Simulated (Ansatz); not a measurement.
# ZnS (F-43m): phonons against volume, part 2 of 4

Aim: how the vibrations of ZnS shift with volume, and the expansion that follows.

Measurements to reproduce:
- bulk modulus 71.4 GPa near room temperature (given in “High-Throughput Prediction of Finite-Temperature Properties using the Quasi-Harmonic Approximation”, 2016, arXiv:1603.06924)

Ansatz 0.2.0; DFT LDA, scalar-relativistic, plane waves, PAW; PAW set soft_1.

So far. Step 2 (A first coarse run): The start is under -4.5 GPa at this level and looks like an insulator or semiconductor on this mesh. Step 4 (Relaxing to small residual forces and stress): The residual pressure is -0.0059 GPa, small enough for phonons.

The database entry behind the starting cell differs from later determinations by our own check (about 0.1 % short), so it need not match the best structure at ambient conditions.

## Step 5: Lattice dynamics at this volume, V/V0 1

Phonons at this volume give one point of F(V, T); meshes stay fixed along the series.

File input.yaml:

```yaml
crystal:
  lattice:
    - [0.0, 2.6483576467, 2.6483576467]
    - [2.6483576467, 0.0, 2.6483576467]
    - [2.6483576467, 2.6483576467, 0.0]
  atoms:
    - { symbol: Zn, position: [0.25, 0.25, 0.25] }
    - { symbol: S, position: [0.0, 0.0, 0.0] }
kpoints:
  mp_grid: { grid: [12, 12, 12] }
hamiltonian:
  xc: lda
  pseudopotentials: { kind: paw, azcp: { folder: soft_1 }, xc_functional: pbe }
scf:
  occupations: { method: fixed }
  lower_state_search: "off"
output:
  eigenvalues: true
phonons:
  method: dfpt
  dielectric: true
  rigid_motions: translations
  qmesh: [4, 4, 4]
  temperatures: { t_max: 1000, t_step: 50 }
  qpath:
    path:
      - [[0.0, 0.0, 0.0], [-0.5, -0.5, 0.0], [-0.375, -0.375, 0.25]]
      - [[-0.375, 0.0, 0.375], [0.0, 0.0, 0.0], [0.0, 0.0, 0.5], [-0.5, -0.25, 0.25], [-0.5, -0.5, 0.0]]
    npoints: 10
```

Launch:

```
$ ansatz run input.yaml --threads 8 --pin off --max-ram 16384MiB --backend cpu --events-out ev --progress --plain --runs-dir out
```

Numbers of over 12 decimals in the logs are rounded to 6 here.

What it wrote:

```text
Warning: phonons: the dynamical matrix that this run interpolates holds no multipole term above the dipole-dipole one, and a site of this crystal is no centre of inversion, so its interpolated transverse optical and acoustic branches and sound speeds can stay off near Gamma, and the density of states and the thermodynamics with them. What a run solves at a wave vector of phonons.qpoints, Gamma apart, where the deck admits one, is free of this, and under fd what a larger phonons.supercell samples
[...]
Crystal: 2 atoms, lattice volume = 37.150 Å³
Basis set: ecut = 420 eV, 725 PW (Γ), exchange–correlation on 54×54×54 points (8 copies of the dense FFT grid, shifted against one another)
Bands: 13, of which v1, the nominal top of the filled ones, is band 9 counted from 1 (8 counted from 0)
Symmetry: 24 space group operations
k-points: 280 of 1728 (irreducible under 4 space group operations, time reversal used)
[...]
SCF iter   1: F=—  HF=-4117.546337 eV  |F-HF|=—  |Δ(HF+E_count)|=         —  Δρ=3.82e-2  dr2=3.38e-1  ethr=3.10e-3  ⟨swp⟩=5.1  Hψ=21832  notcnv=0  defer=530
[...]
SCF iter   9: F=-4117.442650 eV  HF=-4117.442650 eV  |F-HF|=4.73e-11  |Δ(HF+E_count)|=  4.37e-10  Δρ=3.17e-7  dr2=1.74e-11  ethr=1.00e-12  ⟨swp⟩=8.1  Hψ=25277  notcnv=0
SCF 1 converged in 9 iterations: F = -4117.442650 eV  dr2 = 1.74e-11
[...]
NSCF: frozen V_eff on 1 k-points
DFPT response loops at Γ: preconditioner auto → none (the input reference at scf.mixing.eps_inf says where Resta's filter doesn't serve); β = 0.50; Broyden in place of MSR1
── the response to a field inside a basis, on 12×12×12 k-points: an SCF that follows is theirs, and a resumed run solves both again ──
Bands: 10, of which v1, the nominal top of the filled ones, is band 9 counted from 1 (8 counted from 0)
k-points: 182 of 1728 (irreducible under 6 space group operations, time reversal used)
[...]
Eigensolver: Dense (182 Hₖ)
SCF iter   1: F=—  HF=-4117.442989 eV  |F-HF|=—  |Δ(HF+E_count)|=         —  Δρ=2.58e-4  dr2=5.36e-6  ethr=1.00e-1
[...]
SCF iter   4: F=-4117.442989 eV  HF=-4117.442989 eV  |F-HF|=1.31e-9  |Δ(HF+E_count)|=   4.06e-6  Δρ=7.43e-6  dr2=7.20e-9  ethr=2.98e-8
SCF 1 converged in 4 iterations: F = -4117.442989 eV  dr2 = 7.20e-9
[...]
DFPT response loops at q = (0, 0, -0.5) (fractional): preconditioner auto → Resta (q_TF=auto, 2.418 Å⁻¹)  ε∞=5.3 (no band partly filled); β = 1.00, the filter's whole step (`scf.mixing.beta` (0.50) is not read by the response loops at its default; to damp them type it under 1.00, their step now; it binds the ground state too); Broyden in place of MSR1
[...]
SCF converged after 9 iterations
Free energy (F): -4117.442650 eV
[...]
Internal energy: -4117.442650 eV  (E = F + TS)
E sigma→0 (E₀):  -4117.442650 eV
Fermi energy:    6.298101 eV
[...]
--- Band table (eV; the first three rows and the last of 280) ---
  k-point 0: bands = [... 5 lower, 0.1084, 6.2981, 6.2981, 6.2981, 8.4174, 12.4672, 12.4672, 12.4672]
  k-point 1: bands = [... 5 lower, 0.1072, 5.6610, 6.2198, 6.2198, 8.9054, 12.4036, 12.5995, 12.5995]
  k-point 2: bands = [... 5 lower, 0.1058, 4.4829, 6.0193, 6.0193, 9.5321, 12.5147, 12.9015, 12.9015]
  k-point 279: bands = [... 5 lower, 0.5833, 1.3201, 3.1883, 3.2863, 11.8024, 12.4468, 14.0808, 14.2587]
--- Phonons (Γ-DFPT): 2 representative perturbations + reference, on 280 of 1728 k-points (Σ response iterations 6) ---
  k mesh reduced under 4 symmetry operations, with k and −k counted as one. Each operation leaves every solved perturbation unchanged. A smaller set is not considered because the run solves the response to a homogeneous field
  ASR residual: 2.655e-4 → 0.000e0 eV/Å²; symmetrization residual: 3.421e-6 eV/Å²
  ASR residual per site (eV/Å²): 2.65e-4 3.03e-5
  Γ frequencies (cm⁻¹): 0.00 0.00 0.00 290.72 290.72 290.72
  ε∞ (high-frequency dielectric tensor):
        6.175092     0.000000    -0.000000
        0.000000     6.175092     0.000000
       -0.000000     0.000000     6.175092
  ε⁰ (static dielectric tensor: ions relaxed, cell fixed):
        8.800064     0.000000    -0.000000
        0.000000     8.800064    -0.000000
       -0.000000    -0.000000     8.800064
  ε⁰ − ε∞ (ionic part):
        2.624971     0.000000    -0.000000
        0.000000     2.624971    -0.000000
       -0.000000    -0.000000     2.624971
  softest optical mode at Γ: 290.72 cm⁻¹; the repairs (sum rule, projections) moved no ω² at Γ by more than (1.13 cm⁻¹)²
  Born effective charges Z* (e; rows j = field, columns β = displacement):
    site 0:
         1.89821   -0.00000   -0.00000
         0.00000    1.89821    0.00000
        -0.00000    0.00000    1.89821
    site 1:
        -1.89821    0.00000    0.00000
        -0.00000   -1.89821   -0.00000
         0.00000   -0.00000   -1.89821
  Z* charge neutrality: 7.456e-5 e pre-enforcement
  solved inside a basis spanned on kpoints, on 12×12×12 k-points, its susceptibility summed on 16×16×16: ε∞ is read to err by 1.6e-2, Z* by 1.3e-2 e (field_mesh: kpoints solves on kpoints); Z* is corrected for what the basis lacks
  optical modes at Γ without the LO–TO term, one row a degenerate level:
      ω (cm⁻¹)  modes    IR ((D/Å)²/amu)
        290.72      3            11.5931
  optical modes at Γ + LO–TO along q̂ = [1.0000, 0.0000, 0.0000]:
      ω (cm⁻¹)  modes    IR ((D/Å)²/amu)
        290.72      2             7.7288
        347.06      1             3.8644
  optical modes at Γ + LO–TO along q̂ = [0.0000, 1.0000, 0.0000]:
      ω (cm⁻¹)  modes    IR ((D/Å)²/amu)
        290.72      2             7.7288
        347.06      1             3.8644
  optical modes at Γ + LO–TO along q̂ = [0.0000, 0.0000, 1.0000]:
      ω (cm⁻¹)  modes    IR ((D/Å)²/amu)
        290.72      2             7.7288
        347.06      1             3.8644
--- Phonons (arbitrary-q DFPT): 8 irreducible q on the 4×4×4 mesh ---
  q = [0.0000, 0.0000, 0.0000] (star 1, of the zone-centre solve; hermiticity 1.02e-6, symmetrization 2.97e-14): -0.00 0.00 0.00 290.72 290.72 290.72
  q = [0.0000, 0.0000, 0.2500] (star 8, 2 solved perturbations on 936 of 1728 k-point pairs; hermiticity 6.92e-7, symmetrization 4.69e-13): 57.44 57.44 144.97 298.57 298.57 345.92
[...]
q = [0.0000, 0.2500, 0.2500] (star 6, 4 solved perturbations in 1608 linear systems a pass and spin channel, the states on 510 of 1728 k-point pairs; hermiticity 8.23e-7, symmetrization 9.28e-14): 79.20 79.20 148.85 308.64 308.64 343.55
[...]
sum rule: each row above includes the acoustic sum rule's correction from the zone centre's row sums; it moved no ω² by more than (1.05 cm⁻¹)²
  mesh force constants: q→R imaginary residual 1.69e-18; ASR residual 2.655e-4 → 0.000e0 eV/Å²; symmetrization residual 2.442e-15 eV/Å²
  interpolated dispersion: 63 rows × 6 modes
  density of states and harmonic sums: on the 20×20×20 q-mesh, interpolated from the force constants of a 4×4×4 supercell (with the dipole–dipole term)
  largest difference from the sums on the solved wave vectors: F 1.02e-2 eV, S 1.42e-5 and C_V 4.00e-6 eV/K
  zero-point energy: 0.082458 eV/cell   skipped modes (ω ≤ 0): 3   left out of the sums: 6.25e-5 of the cell's modes: C_V's classical limit lies that fraction below 3 k_B per atom; for a crystal, a wire or a layer, F and S can be off by more, and a phonons.interpolated_qmesh denser along its periods is the remedy for the sampling
```

The job ended after 2 min (8 threads of Arm Neoverse V1, shared host; peak memory 2.3 GiB; 15 min of CPU time).

Numbers from this step:

| Property | Result |
| --- | --- |
| Γ frequencies | 0, 0, 0, 290.7, 290.7, 290.7 cm⁻¹ (negative: imaginary) |
| lowest frequency on the path | 0 cm⁻¹ |
| zero-point energy | 0.08246 eV/cell |
| point group | -43m |
| highest frequency | 352.4 cm⁻¹ |
| Debye temperature from the second moment | 458 K |

LO-TO term included. The phonon branches at the labelled points (cm⁻¹):

```csv
point,branch 1,branch 2,branch 3,branch 4,branch 5,branch 6
Γ,0,0,0,291,291,347
halfway,79,79,149,309,309,344
X,92,92,217,325,325,334
halfway,92,103,212,321,323,342
U,91,116,202,318,319,350
jump to K,91,116,202,318,319,350
halfway,65,97,152,300,312,343
Γ,0,0,0,291,291,347
halfway,57,57,145,299,299,346
L,71,71,200,306,306,346
halfway,89,110,192,312,317,350
W,106,121,197,312,328,350
halfway,99,106,208,316,327,344
X,92,92,217,325,325,334
```

The phonon branches as a text plot (rows in cm⁻¹):

```
    345 |***********   ****************************************
    330 |           ****                                 ********
    316 |      *****   **********                  *************
    301 |  ****              ********     **********
    286 |**                         ******
    272 |
    257 |
    242 |
    228 |
    213 |           *****                                     ***
    198 |         **     ***                    **************
    183 |        *          ***               **
    169 |       *              *             *
    154 |      *                *
    139 |                                   *
    125 |    **            **    *         *            ****
    110 |               ***  ***  **                  ** *****
     95 |   *    ***********    *         *         *****    ****
     81 |      **           **** *  *             ****
     66 |  * **                 * **     *   ******
     51 |   *                    *  *      **
     37 | **                      ** *  * *
     22 | *                         **   *
      7 |*                           ****
         Γ           X  U|K            Γ         L        W     X
```

Tetrahedra on 20 20 20, mean over bins of 5 cm⁻¹. Table of phonon density of states by wavenumber; read off at these points:

wavenumber (cm⁻¹), phonon density of states (1/cm⁻¹/cell) and a bar:
```
        2      0.000 
       12      0.000 
       28      0.001 
       38      0.002 #
       52      0.005 #
       62      0.009 ###
       72      0.025 #######
       88      0.043 ############
       92      0.059 ################
       98      0.042 ############
      112      0.031 #########
      122      0.003 #
      138      0.003 #
      148      0.004 #
      158      0.005 #
      172      0.009 ##
      182      0.015 ####
      192      0.044 ############
      198      0.027 #######
      208      0.007 ##
      218      0.000 
      232      0.000 
      242      0.000 
      258      0.000 
      268      0.000 
      282      0.000 
      292      0.007 ##
      302      0.039 ###########
      312      0.109 ##############################
      318      0.095 ##########################
      328      0.010 ###
      342      0.066 ##################
      348      0.106 #############################
      352      0.023 ######
```

Harmonic. Thermo, by row:

```csv
T (K),F_vib (meV/atom),S (J/mol-atom/K),C_V (J/mol-atom/K)
0,41.23,0,0
50,40.8,2.85,5.704
100,37.77,8.917,12.31
150,31.58,14.87,16.98
200,22.47,20.16,19.73
250,10.81,24.75,21.34
300,-3.07,28.74,22.33
350,-18.89,32.23,22.97
400,-36.41,35.33,23.4
450,-55.45,38.1,23.71
500,-75.85,40.61,23.93
550,-97.5,42.9,24.1
600,-120.3,45.01,24.23
650,-144.1,46.95,24.34
700,-168.9,48.76,24.42
750,-194.6,50.44,24.48
800,-221.2,52.02,24.54
850,-248.5,53.51,24.59
900,-276.6,54.92,24.62
950,-305.4,56.25,24.66
1000,-334.9,57.52,24.68
```

The modes has structure finer than the step of the table below, so its rows give means over 10 cm⁻¹, whole bins alone (the curve runs from -10 to 373 cm⁻¹). Peaks (cm⁻¹: height): S 91.2: 0.0107, 315.2: 0.0880, 346.5: 0.0834; Zn 93.6: 0.0434, 192.3: 0.0368, 310.4: 0.0171, 346.5: 0.0131.

Phonopy on the run's constants, 19x19x19 mesh, Gaussian sigma 2.7 cm⁻¹. Table of modes by wavenumber; means over each step; values in 1/cm⁻¹/cell:

```csv
wavenumber (cm⁻¹),S,Zn
0,1.3e-5,2.7e-5
10,5.6e-5,1.1e-4
20,1.6e-4,3.3e-4
30,4.9e-4,0.00108
40,7.9e-4,0.00180
50,0.00135,0.00324
60,0.00239,0.00622
70,0.00500,0.0145
80,0.00773,0.0252
90,0.00985,0.0382
100,0.00717,0.0319
110,0.00504,0.0252
120,0.00290,0.0153
130,5.5e-4,0.00179
140,6.8e-4,0.00239
150,8.1e-4,0.00323
160,9.9e-4,0.00464
170,0.00119,0.00706
180,0.00144,0.0122
190,0.00177,0.0289
200,6.8e-4,0.0197
210,9.5e-5,0.00530
220,4.0e-6,6.5e-4
230,0,5.5e-7
240,0,0
250,0,0
260,0,0
270,0,0
280,1.5e-5,7.2e-6
290,0.00349,0.00152
300,0.0236,0.00850
310,0.0676,0.0161
320,0.0602,0.0101
330,0.00812,0.00152
340,0.0318,0.00544
350,0.0522,0.00772
360,0.00166,2.3e-4
```

Born charge (rows field, columns displacement) (e), principal values of the symmetric part by kind of site:

```csv
atom,atoms with these values,low,middle,high,mean
Zn1,1,1.90,1.90,1.90,1.90
S2,1,-1.90,-1.90,-1.90,-1.90
```

In full for Zn1:

```
1.90 0.00 0.00
0.00 1.90 0.00
0.00 0.00 1.90
```

ε∞:

```
6.18 0.00 0.00
0.00 6.18 0.00
0.00 0.00 6.18
```

No LO-TO term. Modes at Γ, with each element's share of the kinetic energy:

```csv
mode,frequency (cm⁻¹),symmetry,Zn %,S %
1,0.0,T2,67,33
2,0.0,T2,67,33
3,0.0,T2,67,33
4,290.7,T2,33,67
5,290.7,T2,33,67
6,290.7,T2,33,67
```

Displacements in mode 5 (290.7 cm⁻¹), the largest set to 1:
```
Zn1 -0.33  0.24 -0.49
S2   0.68 -0.48  1.00
```

No mode is imaginary beyond numerical noise at the solved wavevectors.

## Step 6: A cell at another volume, V/V0 1.015

Symmetry fixes every atom, so a single point at the scaled cell gives the energy and pressure of this member.

The cell differs from the one that the last finished run ended in (a 3.745 → 3.764 Å, b 3.745 → 3.764 Å, c 3.745 → 3.764 Å).

input.yaml, the sections that differ from step 5:

```yaml
crystal:
  lattice:
    - [0.0, 2.6615337723, 2.6615337723]
    - [2.6615337723, 0.0, 2.6615337723]
    - [2.6615337723, 2.6615337723, 0.0]
  atoms:
    - { symbol: Zn, position: [0.25, 0.25, 0.25] }
    - { symbol: S, position: [0.0, 0.0, 0.0] }
output:
  forces: true
  stress: true
  eigenvalues: true
# kpoints, hamiltonian, scf: as in step 5
# phonons: removed
```

What it wrote:

```text
[...]
Crystal: 2 atoms, lattice volume = 37.707 Å³
Basis set: ecut = 420 eV, 725 PW (Γ)
Bands: 13, of which v1, the nominal top of the filled ones, is band 9 counted from 1 (8 counted from 0)
Symmetry: 24 space group operations
[...]
k-points: 72 of 1728 (time reversal used)
[...]
SCF iter   1: F=—  HF=-4117.543437 eV  |F-HF|=—  |Δ(HF+E_count)|=         —  Δρ=3.82e-2  dr2=3.37e-1  ethr=3.10e-3  ⟨swp⟩=5.2  Hψ=5618  notcnv=0  defer=132
[...]
SCF iter   7: F=-4117.440434 eV  HF=-4117.440434 eV  |F-HF|=8.04e-8  |Δ(HF+E_count)|=   3.39e-7  Δρ=1.66e-5  dr2=5.00e-8  ethr=5.56e-10  ⟨swp⟩=6.6  Hψ=6902  notcnv=0
SCF 1 converged in 7 iterations: F = -4117.440434 eV  dr2 = 5.00e-8
[...]
SCF converged after 7 iterations
Free energy (F): -4117.440434 eV
[...]
Internal energy: -4117.440434 eV  (E = F + TS)
E sigma→0 (E₀):  -4117.440434 eV
Fermi energy:    6.092864 eV
[...]
--- Stress (GPa, compression-positive) ---
       -1.250787      -0.000000      -0.000000
       -0.000000      -1.250787       0.000000
       -0.000000       0.000000      -1.250787
  P = ⅓ Tr σ = -1.2508 GPa (-12.508 kbar)
--- Band table (eV; the first three rows and the last of 72) ---
  k-point 0: bands = [... 5 lower, -0.0473, 6.0929, 6.0929, 6.0929, 8.1456, 12.2762, 12.2762, 12.2762]
  k-point 1: bands = [... 5 lower, -0.0485, 5.4590, 6.0167, 6.0167, 8.6360, 12.2072, 12.4059, 12.4059]
  k-point 2: bands = [... 5 lower, -0.0498, 4.2953, 5.8212, 5.8212, 9.2700, 12.2996, 12.7023, 12.7023]
  k-point 71: bands = [... 5 lower, 0.4107, 1.1897, 3.0616, 3.1416, 11.6019, 12.1774, 13.8454, 14.0622]
```

Wall time 0.82 s (8 threads); peak memory 0.36 GiB; 4.9 s of CPU time.

This step gave:

- pressure: -1.251 GPa
- gap on the k-mesh: 2.053 eV
- volume per atom: 18.85 Å³/atom

At this level the gap is 2.05 eV on the k-mesh of the self-consistent run, which can miss the band edges.

## Step 7: Lattice dynamics at this volume, V/V0 1.015

Phonons at this volume give one point of F(V, T); meshes stay fixed along the series.

input.yaml, the sections that differ from step 6:

```yaml
output:
  eigenvalues: true
phonons:
  method: dfpt
  dielectric: true
  rigid_motions: translations
  qmesh: [4, 4, 4]
  temperatures: { t_max: 1000, t_step: 50 }
  qpath:
    path:
      - [[0.0, 0.0, 0.0], [-0.5, -0.5, 0.0], [-0.375, -0.375, 0.25]]
      - [[-0.375, 0.0, 0.375], [0.0, 0.0, 0.0], [0.0, 0.0, 0.5], [-0.5, -0.25, 0.25], [-0.5, -0.5, 0.0]]
    npoints: 10
# crystal, kpoints, hamiltonian, scf: as in step 6
```

What it wrote:

```text
[...]
Crystal: 2 atoms, lattice volume = 37.707 Å³
Basis set: ecut = 420 eV, 725 PW (Γ), exchange–correlation on 54×54×54 points (8 copies of the dense FFT grid, shifted against one another)
Bands: 13, of which v1, the nominal top of the filled ones, is band 9 counted from 1 (8 counted from 0)
Symmetry: 24 space group operations
[...]
optical modes at Γ + LO–TO along q̂ = [0.0000, 1.0000, 0.0000]:
      ω (cm⁻¹)  modes    IR ((D/Å)²/amu)
        283.28      2             7.9001
        341.16      1             3.9500
  optical modes at Γ + LO–TO along q̂ = [0.0000, 0.0000, 1.0000]:
      ω (cm⁻¹)  modes    IR ((D/Å)²/amu)
        283.28      2             7.9001
        341.16      1             3.9500
--- Phonons (arbitrary-q DFPT): 8 irreducible q on the 4×4×4 mesh ---
[...]
interpolated dispersion: 63 rows × 6 modes
[...]
[key lines of the parts left out:]
SCF converged after 9 iterations
Free energy (F): -4117.440435 eV
Fermi energy:    6.092991 eV
```

Elapsed: 2 min, on 8 threads; peak memory 2.3 GiB.

LO-TO term included. The phonon branches at the labelled points (cm⁻¹):

```csv
point,branch 1,branch 2,branch 3,branch 4,branch 5,branch 6
Γ,0,0,0,283,283,341
halfway,80,80,146,301,301,337
X,94,94,214,316,316,328
halfway,94,103,209,314,315,334
U,92,116,199,310,312,342
jump to K,92,116,199,310,312,342
halfway,66,97,149,293,304,336
Γ,0,0,0,283,283,341
halfway,58,58,143,291,291,340
L,73,73,198,297,297,339
halfway,90,110,189,304,309,342
W,106,121,194,305,320,341
halfway,100,107,205,309,318,336
X,94,94,214,316,316,328
```

The phonon branches as a text plot (rows in cm⁻¹):

```
    337 |***********   *****************************************
    323 |           ***                                  ********
    308 |       ****   **********                   ************
    294 |   ****             ********      **********
    280 |***                        *******
    265 |
    251 |
    237 |
    222 |
    208 |           ******                                   ****
    194 |         **      **                   **************
    179 |        *          ***               *
    165 |       *              *             *
    151 |      *                *
    136 |                                   *
    122 |    **           ***    *         *            *****
    108 |              ***   ***  **                 *** ******
     93 |   *   *************   *         *         * ***     ***
     79 |      *             *** *  *           ******
     65 |  * **                 * **     *  ****
     50 |   *                    *  *      *
     36 | **                      ** *  * *
     22 | *                         **   *
      7 |*                           ****
         Γ           X  U|K            Γ         L        W     X
```

No mode is imaginary beyond numerical noise at the solved wavevectors. The highest zone-centre mode (no LO–TO term) moved by -2.6 % for a volume change of +1.5 %.

[end of part 2 of 4]

[Logs are printed without paths, hosts, clocks, repeated set-up lines and the standing remarks that a program may print on its own settings, such as how far it seeks lower states.]

[Hosts, paths, dates, database ids (printed as entryN), source tags and the programs' standing remarks are cut or masked in the printed files.]

[A step with changed settings may run another functional than the one named; its input shows which.]

[Of the runs on displaced cells, only some may be shown.]
